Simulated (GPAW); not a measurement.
# How the form of the self-energy moves the gap of WS2 (Tungstenite), part 2 of 2

Aim: compare treatments of exchange, screening and correlation for the gap of WS2 (Tungstenite).

GPAW 26.7.0; LDA and many-body steps on it, plane waves. Known limits of the many-body steps: not at the basis limit; no spin-orbit coupling.

So far. Step 3 (G0W0, Godby-Needs plasmon pole): The gap on the mesh goes from 0.94 eV to 1.36 eV, a correction of +0.42 eV. Step 5 (G0W0, extrapolated in the cutoff): Against G0W0 in GPAW (6×6×6 mesh, 113 bands, screening to 96 eV, Godby-Needs plasmon pole), the gap moves by +0.081 eV.

## (6) One-shot PBE0

This step: one-shot PBE0 levels on LDA orbitals, plane waves, PAW.

Contents of run.py:

```python
import json
import numpy as np
from gpaw.mpi import world
from gpaw.hybrids.eigenvalues import non_self_consistent_eigenvalues

dft, vxc, vxc_hyb = non_self_consistent_eigenvalues('full.gpw', 'PBE0', 11, 15, kpt_indices=[0, 1, 20, 31])
res = {'dft': dft[0], 'hybrid': (dft - vxc + vxc_hyb)[0]}
if world.rank == 0:
    with open('hybrid.txt', 'w') as f:
        for k, e0, e1 in zip([0, 1, 20, 31], res['dft'], res['hybrid']):
            print(k, ' '.join(f'{x:9.4f}' for x in e0), '|', ' '.join(f'{x:9.4f}' for x in e1), file=f)

if world.rank == 0:
    with open('result.json', 'w') as f:
        json.dump(res, f, default=lambda x: x.tolist())
```

Started as:

```
> mpirun -n 4 gpaw python run.py
```

Numbers of over 12 decimals in the logs are rounded to 6 here.

Log:

```text
builder.py:213: UserWarning: The angles between your unit-cell vectors are 28.4, 28.4 and 28.4 degrees.  Results may be wrong!  Please Niggli-reduce your unit-cell so that the angles are closer to 90 degrees:

  from ase.build import niggli_reduce
  niggli_reduce(atoms)
  [... matrices ...]
  warnings.warn(
builder.py:213: UserWarning: The angles between your unit-cell vectors are 28.4, 28.4 and 28.4 degrees.  Results may be wrong!  Please Niggli-reduce your unit-cell so that the angles are closer to 90 degrees:

  from ase.build import niggli_reduce
  niggli_reduce(atoms)
  [... matrices ...]
  warnings.warn(
builder.py:213: UserWarning: The angles between your unit-cell vectors are 28.4, 28.4 and 28.4 degrees.  Results may be wrong!  Please Niggli-reduce your unit-cell so that the angles are closer to 90 degrees:

  from ase.build import niggli_reduce
  niggli_reduce(atoms)
  [... matrices ...]
  warnings.warn(
builder.py:213: UserWarning: The angles between your unit-cell vectors are 28.4, 28.4 and 28.4 degrees.  Results may be wrong!  Please Niggli-reduce your unit-cell so that the angles are closer to 90 degrees:

  from ase.build import niggli_reduce
  niggli_reduce(atoms)
  [... matrices ...]
  warnings.warn(
IBZ(<points: 32, symmetries: 6>)
Occupied bands: 13
Transforming wave functions from IBZ to BZ: 0.125 seconds
Distributing wave functions and iFFT-ing to real space: 0.925 seconds
Calculating eigenvalues:
  k-points: 4
  Bands: 11-14 (inclusive)
  Seconds: 7.459 (wave-function broadcasting: 0.018 seconds)
HSE06-eigenvalue shifts:
  min: -0.945 eV
  ave: 0.240 eV
  max: 1.177 eV
```

Elapsed: 12 s, on 4 MPI ranks of Arm Neoverse V1, shared host; peak memory 2.3 GiB.

Numbers from this step:

* starting gap on the mesh: 0.9419 eV
* hybrid gap on the mesh: 2.119 eV
* least direct hybrid gap on the computed points: 3.098 eV

## (7) G0W0, full frequency, Hilbert transform

This step: G0W0 on LDA, plane waves, PAW.

Contents of run.py:

```python
import json
import numpy as np
from gpaw.mpi import world
from gpaw.response.g0w0 import G0W0

gw = G0W0('full.gpw',
    filename='gw',
    kpts=[0, 1, 20, 31],
    bands=(11, 15),
    ecut=96,
    nbands=113,
    integrate_gamma='WS',
    frequencies={'type': 'nonlinear', 'domega0': 0.1, 'omega2': 15.0},
    eta=0.1,
    nblocksmax=True)
gw.calculate()
res = {mode: {k: v for k, v in r.items() if k != 'sigma_eskwn'}
       for mode, r in gw.all_results.items()}

if world.rank == 0:
    with open('result.json', 'w') as f:
        json.dump(res, f, default=lambda x: x.tolist())
```

Started as:

```
> mpirun -n 4 gpaw python run.py
```

Log:

```text
Using integrator: PointIntegrator
NonLinearFrequencyDescriptor(from 0.000 to 156.265 eV, 295 points)
Nonperiodic BCs:  [False False False]
Using integrator: PointIntegrator
NonLinearFrequencyDescriptor(from 0.000 to 156.265 eV, 295 points)
Nonperiodic BCs:  [False False False]
  ___  _ _ _
 |   || | | |
 | | || | | |
 |__ ||_____|
 |___|

BZ k-points: Symmetries present (total): 6

  [... matrices ...]
216 k-points: 6 x 6 x 6 Monkhorst-Pack grid + [1/12,1/12,1/12]
32 k-points in the irreducible part of the Brillouin zone
[...]
GW
[...]
k-point 2 (20): (0.500, 0.167, -0.167)                GW
band       f     eps     vxc     exx   sigma  dsigma       Z      qp
                                                                   GW
[...]
k-point 3 (31): (0.500, 0.500, 0.500)                GW
band       f     eps     vxc     exx   sigma  dsigma       Z      qp
                                                                   GW
[...]
13   0.000  10.869 -18.679 -13.819  -3.773  -0.323   0.756  11.691
  14   0.000  10.869 -18.679 -13.819  -3.773  -0.323   0.756  11.691
```

Wall time 13 min (4 MPI ranks); peak memory 2.8 GiB; 53 min of CPU time.

This step gave:

| Item | Value |
| --- | --- |
| G0W0 gap on the mesh | 1.347 eV |
| least direct G0W0 gap on the computed points | 2.458 eV |
| starting gap on the mesh | 0.9419 eV |
| k of the valence top | 0.5, 0.5, 0.5 |
| k of the conduction bottom | 0.1667, 0, -0.1667 |

Against G0W0 in GPAW (6×6×6 mesh, 113 bands, screening to 96 eV, Godby-Needs plasmon pole), the gap moves by −0.011 eV.

## (8) The runs together

Times are wall times on 4 MPI ranks of Arm Neoverse V1, shared host, good to a factor of about two.

```csv
run,mesh,bands,screening cutoff (eV),DFT gap (eV),gap on the mesh (eV),direct (eV),time
"G0W0, Godby-Needs plasmon pole",6×6×6,113,96,0.942,1.358,2.520,11 min
one-shot HSE06,6×6×6,-,-,0.942,1.455,2.462,9.6 s
"G0W0, extrapolated in the cutoff",6×6×6,-,160,0.942,1.439,2.537,39 min
one-shot PBE0,6×6×6,-,-,0.942,2.119,3.098,12 s
"G0W0, full frequency, Hilbert transform",6×6×6,113,96,0.942,1.347,2.458,13 min
```

## (9) What came out

| Property | Result |
| --- | --- |
| G0W0, Godby-Needs plasmon pole | 1.358 eV |
| one-shot HSE06 | 1.455 eV |
| G0W0, extrapolated in the cutoff | 1.439 eV |
| one-shot PBE0 | 2.119 eV |
| G0W0, full frequency, Hilbert transform | 1.347 eV |
| known limits | not at the basis limit; no spin-orbit coupling |

One-shot HSE06: +0.097 eV against G0W0, Godby-Needs plasmon pole. G0W0, extrapolated in the cutoff: +0.081 eV against G0W0, Godby-Needs plasmon pole, at other bands or cutoff, so not like for like. One-shot PBE0: +0.760 eV against G0W0, Godby-Needs plasmon pole. G0W0, full frequency, Hilbert transform: −0.011 eV against G0W0, Godby-Needs plasmon pole. One-shot hybrid levels are evaluated on the LDA orbitals. Bands and cutoff are finite, so the gap is not at the basis limit. The miss can reach some tenths of an eV and take either sign; the mesh is an error of its own. These stock PAW sets were not made for GW; the filled d or f shell of W lies in the frozen core, which bears on start and correction. The many-body steps are scalar-relativistic: spin-orbit coupling is not in them.

[Paths, hosts, dates, memory and timing lines, banners, echoed tables and standing remarks are left out of the program output.]

[Logs are printed without paths, hosts, clocks, repeated set-up lines and the standing remarks that a program may print on its own settings, such as how far it seeks lower states.]

[Runs of the session that timed out or met a known fault of the program may be left out.]

[Hosts, paths, dates, database ids (printed as entryN), source tags and the programs' standing remarks are cut or masked in the printed files.]
